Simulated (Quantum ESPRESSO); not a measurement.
**BAs (F-43m): from the cell to the phonon bands**

Wanted: phonon bands, density of states and zone-centre response of BAs (F-43m).

Program: Quantum ESPRESSO 7.5. Level of theory: DFT LDA, scalar-relativistic, plane waves, GBRV ultrasoft pseudopotentials. Results are calculated unless marked as measured.

**Measured values to reproduce.**

“Thermal expansion coefficients of high thermal conducting BAs and BP materials” (2019, arxiv:1906.04101) reports for BAs, zinc blende, by single-crystal XRD (Mo K-alpha) (CVT-grown single crystal, 100 K): lattice constant a (cubic a at 100 K) 4.7741 ± 0.0015 Å.

For BAs, zinc blende (single crystal grown by chemical vapor transport, 300 K), “Basic Physical Properties of Cubic Boron Arsenide” (2019, arxiv:1911.11281) gives, by UV-visible absorption: band gap (indirect optical gap from absorption edge) 1.82 eV [room-temperature optical absorption edge, not a zero-temperature fundamental gap].

Most raw output is cut from this account.

## 1. The starting structure

The structure is cubic, space group F-43m (No. 216). The conventional cell has a = 4.777 Å, b = 4.777 Å, c = 4.777 Å, α = 90.00°, β = 90.00°, γ = 90.00°. Nearest to B lie 4 As at 2.07 Å. As has 4 B at 2.07 Å nearest. Farther neighbours are not listed.

## 2. A first look

A cheap run with smearing and empty bands tells whether the crystal has a gap, which decides between fixed occupations and smearing later on.

probe.in reads:

```
 &control
    calculation='scf',
    prefix='x',
    outdir='./tmp',
    pseudo_dir='./pseudo',
    tprnfor=.true.,
    tstress=.true.,
    verbosity='high',
 /
 &system
    ibrav=0,
    nat=2,
    ntyp=2,
    ecutwfc=40.0,
    ecutrho=240.0,
    occupations='smearing',
    smearing='gaussian',
    degauss=0.01,
 /
 &electrons
    conv_thr=1.0d-07,
    mixing_beta=0.7,
    electron_maxstep=100,
 /
ATOMIC_SPECIES
 B      10.8100  B.upf
 As     74.9216  As.upf
CELL_PARAMETERS angstrom
    -2.388500000    0.000000000    2.388500000
     0.000000000    2.388500000    2.388500000
    -2.388500000    2.388500000    0.000000000
ATOMIC_POSITIONS crystal
 B      0.000000000   0.000000000   0.000000000
 As     0.250000000   0.250000000   0.250000000
K_POINTS automatic
 6 6 6 0 0 0
```

Launch:

```bash
OMP_NUM_THREADS=1 mpirun -n 2 pw.x -nk 2 -in probe.in > probe.out
```

Elapsed: 2.7 s, on 2 MPI ranks of Arm Neoverse N1, shared host.

This step gave:

```
volume per atom   : 13.63 Å³
pressure          : -2.549 GPa
gap on the k-mesh : 1.222 eV
```

A gap of 1.2 eV opens on this mesh, so the crystal is taken as an insulator; the start stands at -2.5 GPa.

## 3. Relaxing the cell and atoms

Frequencies change by per cents with a per cent of volume, so the structure is first brought to rest at this level of theory.

relax.in reads:

```
 &control
    calculation='vc-relax',
    prefix='x',
    outdir='./tmp',
    pseudo_dir='./pseudo',
    tprnfor=.true.,
    tstress=.true.,
    forc_conv_thr=2.0d-05,
    etot_conv_thr=1.0d-07,
    nstep=40,
 /
 &system
    ibrav=0,
    nat=2,
    ntyp=2,
    ecutwfc=40.0,
    ecutrho=240.0,
    occupations='fixed',
    nbnd=6,
 /
 &electrons
    conv_thr=1.0d-11,
    mixing_beta=0.7,
    electron_maxstep=100,
 /
 &ions
 /
 &cell
    press_conv_thr=0.1,
 /
ATOMIC_SPECIES
 B      10.8100  B.upf
 As     74.9216  As.upf
CELL_PARAMETERS angstrom
    -2.388500000    0.000000000    2.388500000
     0.000000000    2.388500000    2.388500000
    -2.388500000    2.388500000    0.000000000
ATOMIC_POSITIONS crystal
 B      0.000000000   0.000000000   0.000000000
 As     0.250000000   0.250000000   0.250000000
K_POINTS automatic
 8 8 8 0 0 0
```

Launch:

```bash
OMP_NUM_THREADS=1 mpirun -n 2 pw.x -nk 2 -in relax.in > relax.out
```

The job ended after 17 s (2 MPI ranks; 32 s of CPU time).

Relaxation path:

| step | energy less that of the first step (eV) | largest force (eV/Å) | pressure (GPa) | volume (Å³) |
| --- | --- | --- | --- | --- |
| 1 | 0.0000 | 0.0000 | -2.59 | 27.25 |
| 2 | -0.0037 | 0.0000 | -0.73 | 26.89 |
| 3 | -0.0040 | 0.0000 | 0.02 | 26.76 |
| 4 | -0.0040 | 0.0000 | 0.00 | 26.76 |
| 5 | -0.0038 | 0.0000 | -0.01 | 26.76 |

| conventional cell, symmetrised | before | after | change |
| --- | --- | --- | --- |
| a (Å) | 4.777 | 4.748 | -0.6 % |
| b (Å) | 4.777 | 4.748 | -0.6 % |
| c (Å) | 4.777 | 4.748 | -0.6 % |
| volume (Å³/atom) | 13.63 | 13.38 | -1.8 % |

The relaxed structure:

```
B As
1.0
    -2.37405    0.00000    2.37405
     0.00000    2.37405    2.37405
    -2.37405    2.37405    0.00000
B As
1 1
Direct
  0.00000 0.00000 0.00000
  0.25000 0.25000 0.25000
```

The last row of the table of steps is pw.x's closing run on a basis chosen anew for the final cell, so its energy can jump.

Read from the output:

```yaml
volume_per_atom: 13.38 Å³
pressure: -0.006000 GPa
gap_on_the_k_mesh: 1.120 eV
```

The volume changes by -1.8 % from the cell with which this run began.

## 4. Self-consistent run for the response

The response is built on this ground state, so it is converged far tighter than an energy would need. With a gap, occupations are fixed, which also allows the response to an electric field.

scf.in reads:

```
 &control
    calculation='scf',
    prefix='x',
    outdir='./tmp',
    pseudo_dir='./pseudo',
    tprnfor=.true.,
    tstress=.true.,
 /
 &system
    ibrav=0,
    nat=2,
    ntyp=2,
    ecutwfc=40.0,
    ecutrho=240.0,
    occupations='fixed',
    nbnd=6,
 /
 &electrons
    conv_thr=1.0d-12,
    mixing_beta=0.7,
    electron_maxstep=100,
 /
ATOMIC_SPECIES
 B      10.8100  B.upf
 As     74.9216  As.upf
CELL_PARAMETERS angstrom
    -2.374049389    0.000000000    2.374049389
     0.000000000    2.374049389    2.374049389
    -2.374049389    2.374049389    0.000000000
ATOMIC_POSITIONS crystal
 B      0.000000000   0.000000000   0.000000000
 As     0.250000000   0.250000000   0.250000000
K_POINTS automatic
 8 8 8 0 0 0
```

Launch:

```bash
OMP_NUM_THREADS=1 mpirun -n 2 pw.x -nk 2 -in scf.in > scf.out
```

Run time: 4.8 s. Hardware: 2 MPI ranks.

The cell stands at -0.0060 GPa, close enough for phonons.

## 5. Phonons on a q mesh

Linear response treats each wavevector in the unit cell, with no supercell; the 4×4×4 mesh fixes the range of the force constants to be had.

ph.in reads:

```
phonons
 &inputph
    prefix='x',
    outdir='./tmp',
    fildyn='x.dyn',
    tr2_ph=1.0d-18,
    epsil=.true.,
    ldisp=.true.,
    nq1=4,
    nq2=4,
    nq3=4,
 /
```

Launch:

```bash
OMP_NUM_THREADS=1 mpirun -n 2 ph.x -nk 2 -in ph.in > ph.out
```

It took 20 min on 2 MPI ranks; 41 min of CPU time.

Read from the output:

* miss of the charge sum rule: 0.08591 e
* largest acoustic frequency at the zone centre before the sum rule: -8.31 cm⁻¹
* highest optical zone-centre mode (no LO-TO term): 702.1 cm⁻¹
* lowest optical zone-centre mode: 702.1 cm⁻¹
* mean high-frequency dielectric constant: 10.09
* largest Born charge in size (third of the trace): 0.5685 e
* lowest mode on the q mesh (acoustic ones at the zone centre apart): 111.1 cm⁻¹

Frequencies (cm⁻¹) at each irreducible wavevector; negative means imaginary. Frequencies by wavevector:

| q (fractions) | star | mode 1 | mode 2 | mode 3 | mode 4 | mode 5 | mode 6 |
| --- | --- | --- | --- | --- | --- | --- | --- |
| 0 0 0 | 1 | -8.31 | -8.31 | -8.31 | 702.1 | 702.1 | 702.1 |
| 0 0 0.25 | 8 | 111.1 | 111.1 | 222.7 | 685.1 | 685.1 | 709.4 |
| 0 0 -0.5 | 4 | 137.6 | 137.6 | 312.6 | 678.1 | 678.1 | 712.5 |
| 0 0.25 0.25 | 6 | 150 | 150 | 230.8 | 663.4 | 663.4 | 723 |
| 0 0.25 -0.5 | 24 | 174.9 | 224.7 | 284 | 644.1 | 652.9 | 719.6 |
| 0 0.25 -0.25 | 12 | 161.8 | 220.7 | 258.8 | 652.1 | 662.3 | 710.6 |
| 0 -0.5 -0.5 | 3 | 190.9 | 190.9 | 321.6 | 640.5 | 640.5 | 741.1 |
| 0.25 -0.5 -0.25 | 6 | 224 | 256.5 | 266.9 | 631.1 | 641.3 | 716 |

Born charge (rows field, columns displacement), before the sum rule (e), principal values of the symmetric part by kind of site:

| atom | atoms with these values | low | middle | high | mean |
| --- | --- | --- | --- | --- | --- |
| B1 | 1 | -0.5685 | -0.5685 | -0.5685 | -0.5685 |
| As2 | 1 | 0.4826 | 0.4826 | 0.4826 | 0.4826 |

In full for B1:

```
-0.5685  0.0000  0.0000
 0.0000 -0.5685  0.0000
 0.0000  0.0000 -0.5685
```

High-frequency dielectric tensor:

```
10.09  0.00  0.00
 0.00 10.09  0.00
 0.00  0.00 10.09
```

The acoustic modes at Γ come out as far as 8.3 cm⁻¹ from zero, where they should vanish, a small numerical error; the Born charges miss their sum rule by 0.086 e, too much: mesh or cutoff is short for the field response.

## 6. Force constants in real space

The dynamical matrices of the mesh are Fourier-transformed to force constants in real space, after the long-range dipole part is taken out.

q2r.in reads:

```
 &input
    fildyn='x.dyn',
    zasr='simple',
    flfrc='x.fc',
 /
```

Launch:

```bash
q2r.x < q2r.in > q2r.out
```

Elapsed: 0.5 s, on 1 thread.

## 7. Interpolated phonon bands

From the force constants any wavevector is cheap; points of the mesh come back as solved, but for the sum rule and, in polar crystals, the LO-TO term at Γ; the rest is interpolation.

matdyn.in reads:

```
 &input
    asr='simple',
    flfrc='x.fc',
    flfrq='x.freq',
    flvec='x.modes',
    q_in_band_form=.true.,
    q_in_cryst_coord=.true.,
 /
8
  0.0000000   0.0000000   0.0000000  12  ! GAMMA
 -0.0000000   0.5000000   0.5000000  12  ! X
 -0.0000000   0.6250000   0.3750000   1  ! U
 -0.3750000   0.3750000  -0.0000000  12  ! K
  0.0000000   0.0000000   0.0000000  12  ! GAMMA
 -0.0000000   0.5000000  -0.0000000  12  ! L
 -0.2500000   0.5000000   0.2500000  12  ! W
 -0.0000000   0.5000000   0.5000000   1  ! X
```

Launch:

```bash
matdyn.x -in matdyn.in > matdyn.out
```

Wall time 0.51 s (1 thread).

Numbers from this step:

| Item | Value |
| --- | --- |
| lowest frequency on the path | 0 cm⁻¹ |

Matdyn.x, sum rule simple. Phonon branches along the path, in cm⁻¹:

| point | branch 1 | branch 2 | branch 3 | branch 4 | branch 5 | branch 6 |
| --- | --- | --- | --- | --- | --- | --- |
| Γ | 0 | 0 | 0 | 702 | 702 | 706 |
| halfway | 150 | 150 | 231 | 663 | 663 | 723 |
| X | 191 | 191 | 322 | 641 | 641 | 741 |
| halfway | 192 | 211 | 313 | 637 | 642 | 735 |
| U | 190 | 245 | 290 | 630 | 645 | 725 |
| jump to K | 190 | 245 | 290 | 630 | 645 | 725 |
| halfway | 133 | 178 | 229 | 674 | 676 | 706 |
| Γ | 0 | 0 | 0 | 702 | 702 | 706 |
| halfway | 111 | 111 | 223 | 685 | 685 | 710 |
| L | 138 | 138 | 313 | 678 | 678 | 713 |
| halfway | 178 | 214 | 290 | 645 | 659 | 714 |
| W | 224 | 257 | 267 | 631 | 641 | 716 |
| halfway | 208 | 214 | 305 | 636 | 641 | 729 |
| X | 191 | 191 | 322 | 641 | 641 | 741 |

All branches are real along the path.

## 8. Density of states

Sums over the zone need many more wavevectors than were solved, so the interpolation is sampled on a dense mesh.

matdyn.in reads:

```
 &input
    asr='simple',
    flfrc='x.fc',
    dos=.true.,
    fldos='x.dos',
    nk1=16,
    nk2=16,
    nk3=16,
    deltaE=1.0,
 /
```

Launch:

```bash
matdyn.x -in matdyn.in > matdyn.out
```

The job ended after 11 s (1 thread).

Numbers from this step:

```
share of modes beyond 3i cm⁻¹ on the dense interpolated mesh : 0
zero-point energy per atom                                   : 82.43 meV
heat capacity at 300 K                                       : 16.96 J/(mol atoms K)
vibrational entropy at 300 K                                 : 15.67 J/(mol atoms K)
```

The phonon density of states has structure finer than the step of the table below, so its rows give means over 20 cm⁻¹, whole bins alone (the curve runs from 0 to 740 cm⁻¹). Peaks (cm⁻¹: height): total 192.0: 0.0285, 284.0: 0.0249, 644.0: 0.0515, 712.0: 0.0692; As 192.0: 0.0264, 284.0: 0.0245, 676.0: 0.00345, 712.0: 0.00335; B 644.0: 0.0485, 716.0: 0.0659.

Tetrahedra. Table of phonon density of states by wavenumber; means over each step; values in 1/cm⁻¹/cell:

| wavenumber (cm⁻¹) | total | As | B |
| --- | --- | --- | --- |
| 20 | 3.6e-5 | 3.2e-5 | 4.0e-6 |
| 40 | 2.8e-4 | 2.4e-4 | 3.5e-5 |
| 60 | 7.6e-4 | 6.6e-4 | 9.2e-5 |
| 80 | 0.00151 | 0.00134 | 1.8e-4 |
| 100 | 0.00281 | 0.00249 | 3.2e-4 |
| 120 | 0.00519 | 0.00463 | 5.5e-4 |
| 140 | 0.0121 | 0.0109 | 0.00121 |
| 160 | 0.0168 | 0.0153 | 0.00154 |
| 180 | 0.0212 | 0.0195 | 0.00169 |
| 200 | 0.0214 | 0.0199 | 0.00147 |
| 220 | 0.0138 | 0.0130 | 8.0e-4 |
| 240 | 0.0123 | 0.0117 | 6.0e-4 |
| 260 | 0.00859 | 0.00827 | 3.3e-4 |
| 280 | 0.0216 | 0.0212 | 3.9e-4 |
| 300 | 0.0104 | 0.0103 | 1.1e-4 |
| 320 | 0.00115 | 0.00115 | 6.5e-6 |
| 340 | 0 | 0 | 0 |
| 360 | 0 | 0 | 0 |
| 380 | 0 | 0 | 0 |
| 400 | 0 | 0 | 0 |
| 420 | 0 | 0 | 0 |
| 440 | 0 | 0 | 0 |
| 460 | 0 | 0 | 0 |
| 480 | 0 | 0 | 0 |
| 500 | 0 | 0 | 0 |
| 520 | 0 | 0 | 0 |
| 540 | 0 | 0 | 0 |
| 560 | 0 | 0 | 0 |
| 580 | 0 | 0 | 0 |
| 600 | 0 | 0 | 0 |
| 620 | 0.00116 | 1.4e-5 | 0.00115 |
| 640 | 0.0355 | 0.00169 | 0.0338 |
| 660 | 0.0379 | 0.00286 | 0.0350 |
| 680 | 0.0230 | 0.00226 | 0.0207 |
| 700 | 0.0105 | 8.4e-4 | 0.00968 |
| 720 | 0.0391 | 0.00167 | 0.0374 |

Harmonic thermodynamic functions per atom, summed over the density of states scaled to three modes an atom; melting is ignored. Thermodynamic functions:

| T (K) | F_vib (meV/atom) | S (J/mol-atom/K) | C_V (J/mol-atom/K) |
| --- | --- | --- | --- |
| 0 | 82.43 | 0 | 0 |
| 50 | 82.37 | 0.527 | 1.72 |
| 100 | 81.46 | 3.208 | 6.392 |
| 200 | 74.78 | 9.677 | 12.6 |
| 300 | 61.58 | 15.67 | 16.96 |
| 400 | 42.54 | 20.95 | 19.64 |
| 500 | 18.39 | 25.52 | 21.25 |
| 600 | -10.16 | 29.49 | 22.25 |
| 700 | -42.57 | 32.97 | 22.91 |
| 800 | -78.38 | 36.06 | 23.35 |
| 900 | -117.2 | 38.83 | 23.67 |
| 1000 | -158.8 | 41.34 | 23.9 |

At 300 K the heat capacity has reached 68 % of the Dulong-Petit value.

## 9. Zone-centre analysis

A rigid shift of the crystal must cost nothing, but grids and finite bases break this; the acoustic sum rule is imposed before the matrix is diagonalised again. With Born charges the intensities follow, and the static dielectric tensor.

dynmat.in reads:

```
 &input
    fildyn='x.dyn1',
    asr='simple',
    fileig='dynmat.eig',
    lperm=.true.,
 /
```

Launch:

```bash
dynmat.x -in dynmat.in > dynmat.out
```

It took 0.48 s on 1 thread.

Read from the output:

| Quantity | Value |
| --- | --- |
| highest optical zone-centre mode (no LO-TO term) | 702.2 cm⁻¹ |
| lowest optical zone-centre mode | 702.2 cm⁻¹ |
| mean static dielectric constant | 10.20 |

Unit eigenvectors of the mass-weighted matrix after the sum rule; no LO-TO term. The modes at Γ (shares of kinetic energy by element, %):

| mode | frequency (cm⁻¹) | symmetry | B % | As % |
| --- | --- | --- | --- | --- |
| 1 | 0.0 | acoustic | 13 | 87 |
| 2 | 0.0 | acoustic | 13 | 87 |
| 3 | 0.0 | acoustic | 13 | 87 |
| 4 | 702.2 | T2 | 87 | 13 |
| 5 | 702.2 | T2 | 87 | 13 |
| 6 | 702.2 | T2 | 87 | 13 |

Displacements in mode 5 (702.2 cm⁻¹), the largest set to 1:
```
B1   0.00  1.00  0.33
As2  0.00 -0.14 -0.05
```

Degenerate modes summed, no LO-TO term. Infrared lines, with heights relative to the strongest:

| position (cm⁻¹) | lines merged | label | IR intensity, relative |
| --- | --- | --- | --- |
| 702 | 3 | T2 | 100 |

Static dielectric tensor (ions relaxed, fixed cell):

```
10.20  0.00  0.00
 0.00 10.20  0.00
 0.00  0.00 10.20
```

The rule moves no optical mode by more than 0.1 cm⁻¹.

## 10. Sum rules set otherwise (asr crystal)

The rule can be imposed in more than one way; the choices should agree where the raw error is small.

dynmat.in reads:

```
 &input
    fildyn='x.dyn1',
    asr='crystal',
    fileig='dynmat.eig',
    lperm=.true.,
 /
```

Launch:

```bash
dynmat.x -in dynmat.in > dynmat.out
```

Run time: 0.49 s. Hardware: 1 thread.

This step gave:

```
highest optical zone-centre mode (no LO-TO term) : 702.1 cm⁻¹
lowest optical zone-centre mode                  : 702.1 cm⁻¹
```

Zone-centre frequencies as printed; negative means imaginary. Modes:

| mode | frequency (cm⁻¹) |
| --- | --- |
| 1 | 0 |
| 2 | 0 |
| 3 | 0 |
| 4 | 702.1 |
| 5 | 702.1 |
| 6 | 702.1 |

Against the first rule no mode moves by more than 0.2 cm⁻¹.

## 11. Sum rules set otherwise (asr no)

Without the rule the raw error of the acoustic modes shows.

dynmat.in reads:

```
 &input
    fildyn='x.dyn1',
    asr='no',
    fileig='dynmat.eig',
    lperm=.true.,
 /
```

Launch:

```bash
dynmat.x -in dynmat.in > dynmat.out
```

The job ended after 0.49 s (1 thread).

Read from the output:

- mean static dielectric constant: 10.21

Zone-centre frequencies as printed; negative means imaginary. Modes:

| mode | frequency (cm⁻¹) |
| --- | --- |
| 1 | -8.31 |
| 2 | -8.31 |
| 3 | -8.31 |
| 4 | 702.1 |
| 5 | 702.1 |
| 6 | 702.1 |

Against the first rule no mode moves by more than 8.4 cm⁻¹.

## 12. Modes along a direction of q (1 0 0)

A longitudinal polar mode sets up a macroscopic field that stiffens it; the term hangs on the direction from which q goes to zero.

dynmat.in reads:

```
 &input
    fildyn='x.dyn1',
    asr='simple',
    fileig='dynmat.eig',
    q(1)=1.0,
    q(2)=0.0,
    q(3)=0.0,
 /
```

Launch:

```bash
dynmat.x -in dynmat.in > dynmat.out
```

Run time: 0.49 s. Hardware: 1 thread.

Numbers from this step:

| Quantity | Value |
| --- | --- |
| highest mode moved by the LO-TO term | 706.0 cm⁻¹ |

Zone-centre frequencies as printed; negative means imaginary. Modes:

| mode | frequency (cm⁻¹) |
| --- | --- |
| 1 | 0 |
| 2 | 0 |
| 3 | 0 |
| 4 | 702.2 |
| 5 | 702.2 |
| 6 | 706 |

The field moves one mode, from 702 to 706 cm⁻¹; the others stay.

## 13. The dispersion under another sum rule (asr no)

The sum rule corrects the force constants themselves, so it can shift branches at any wavevector, low ones most.

matdyn.in reads:

```
 &input
    asr='no',
    flfrc='x.fc',
    flfrq='x.freq',
    flvec='x.modes',
    q_in_band_form=.true.,
    q_in_cryst_coord=.true.,
 /
8
  0.0000000   0.0000000   0.0000000   8  ! GAMMA
 -0.0000000   0.5000000   0.5000000   8  ! X
 -0.0000000   0.6250000   0.3750000   1  ! U
 -0.3750000   0.3750000  -0.0000000   8  ! K
  0.0000000   0.0000000   0.0000000   8  ! GAMMA
 -0.0000000   0.5000000  -0.0000000   8  ! L
 -0.2500000   0.5000000   0.2500000   8  ! W
 -0.0000000   0.5000000   0.5000000   1  ! X
```

Launch:

```bash
matdyn.x -in matdyn.in > matdyn.out
```

It took 0.5 s on 1 thread.

Read from the output:

| Quantity | Value |
| --- | --- |
| lowest frequency on the path | -8.31 cm⁻¹ |

Matdyn.x, sum rule no. The phonon branches at the labelled points (cm⁻¹):

| point | branch 1 | branch 2 | branch 3 | branch 4 | branch 5 | branch 6 |
| --- | --- | --- | --- | --- | --- | --- |
| Γ | -8 | -8 | -8 | 702 | 702 | 706 |
| halfway | 150 | 150 | 231 | 663 | 663 | 723 |
| X | 191 | 191 | 322 | 640 | 640 | 741 |
| halfway | 191 | 210 | 313 | 637 | 642 | 735 |
| U | 190 | 245 | 289 | 630 | 645 | 725 |
| jump to K | 190 | 245 | 289 | 630 | 645 | 725 |
| halfway | 133 | 178 | 229 | 674 | 676 | 706 |
| Γ | -8 | -8 | -8 | 702 | 702 | 706 |
| halfway | 111 | 111 | 223 | 685 | 685 | 709 |
| L | 138 | 138 | 313 | 678 | 678 | 712 |
| halfway | 178 | 214 | 290 | 645 | 659 | 714 |
| W | 224 | 256 | 267 | 631 | 641 | 716 |
| halfway | 208 | 214 | 304 | 636 | 641 | 729 |
| X | 191 | 191 | 322 | 640 | 640 | 741 |

At the labelled points the branches move by no more than 8.4 cm⁻¹.

## 14. Results

| Item | Value |
| --- | --- |
| space group after relaxation | F-43m |
| volume per atom | 13.4 Å³ |
| gap on the k-mesh | 1.12 eV |
| highest optical zone-centre mode (no LO-TO term) | 702.2 cm⁻¹ |
| highest mode moved by the LO-TO term (probably not converged in the k mesh) | 706.0 cm⁻¹ |
| mean high-frequency dielectric constant (probably not converged in the k mesh) | 10.1 |
| largest Born charge in size (third of the trace) (probably not converged in the k mesh) | 0.569 e |
| mean static dielectric constant (probably not converged in the k mesh) | 10.2 |
| q mesh | 4×4×4 |
| lowest mode on the q mesh (acoustic ones at the zone centre apart) | 111.1 cm⁻¹ |
| zero-point energy per atom | 82.4 meV |
| heat capacity at 300 K | 17.0 J/(mol atoms K) |
| vibrational entropy at 300 K | 15.7 J/(mol atoms K) |
| imaginary modes on the q mesh | none |

**Reading.** BAs (F-43m) is dynamically stable on the 4×4×4 mesh; its spectrum reaches 741 cm⁻¹. At the LDA level the optical modes of BAs (F-43m) at the zone centre (no LO-TO term) lie at 702 cm⁻¹. Along the directions run, the highest mode that the macroscopic field moves lies at 706 cm⁻¹. Lattice motion raises the mean dielectric constant from 10.09 to 10.20. The Born charges miss their sum rule by 0.086 e, a sign that the k mesh or the cutoff is short for the field response. ε∞, the Born charges and what follows from them are probably not converged in the k mesh. The Lyddane-Sachs-Teller relation holds: (ωLO/ωTO)² is 1.01 and ε₀/ε∞ is 1.01. These are harmonic frequencies at zero temperature: anharmonic shifts and linewidths and thermal expansion are left out.

Computed beside measured:

| quantity | measured | LDA GBRV ultrasoft, Quantum ESPRESSO |
| --- | --- | --- |
| lattice constant a (Å) | 4.7741 | 4.748 (-0.5 %) |
| band gap (gap on the k-mesh) (eV) | 1.82 | 1.12 (-0.70 eV) |

Measured values from arxiv:1906.04101 (2019) and arxiv:1911.11281 (2019).

**Verdict.** The lattice constant a is off by -0.5 %: good agreement. The band gap is off by -0.70 eV. Local and semilocal functionals usually give gaps below the measured ones. The computed gap is read on a k-mesh, which can miss the band edges. An optical gap can lie under the band gap by the exciton's binding. Zero-point and thermal motion shift the measured gap. The grades are ours: good and fair within 0.7 and 1.5 % for the lattice constant a. Zero-point motion and thermal expansion (measured at up to 100 K) are not in the computed lattice constants. Limits of convergence are named above.

[Host names and launcher messages were left out of these logs when they were recorded.]

[Logs are printed without paths, hosts, clocks, repeated set-up lines and the standing remarks that a program may print on its own settings, such as how far it seeks lower states.]

[Hosts, paths, dates, database ids (printed as entryN), source tags and the programs' standing remarks are cut or masked in the printed files.]
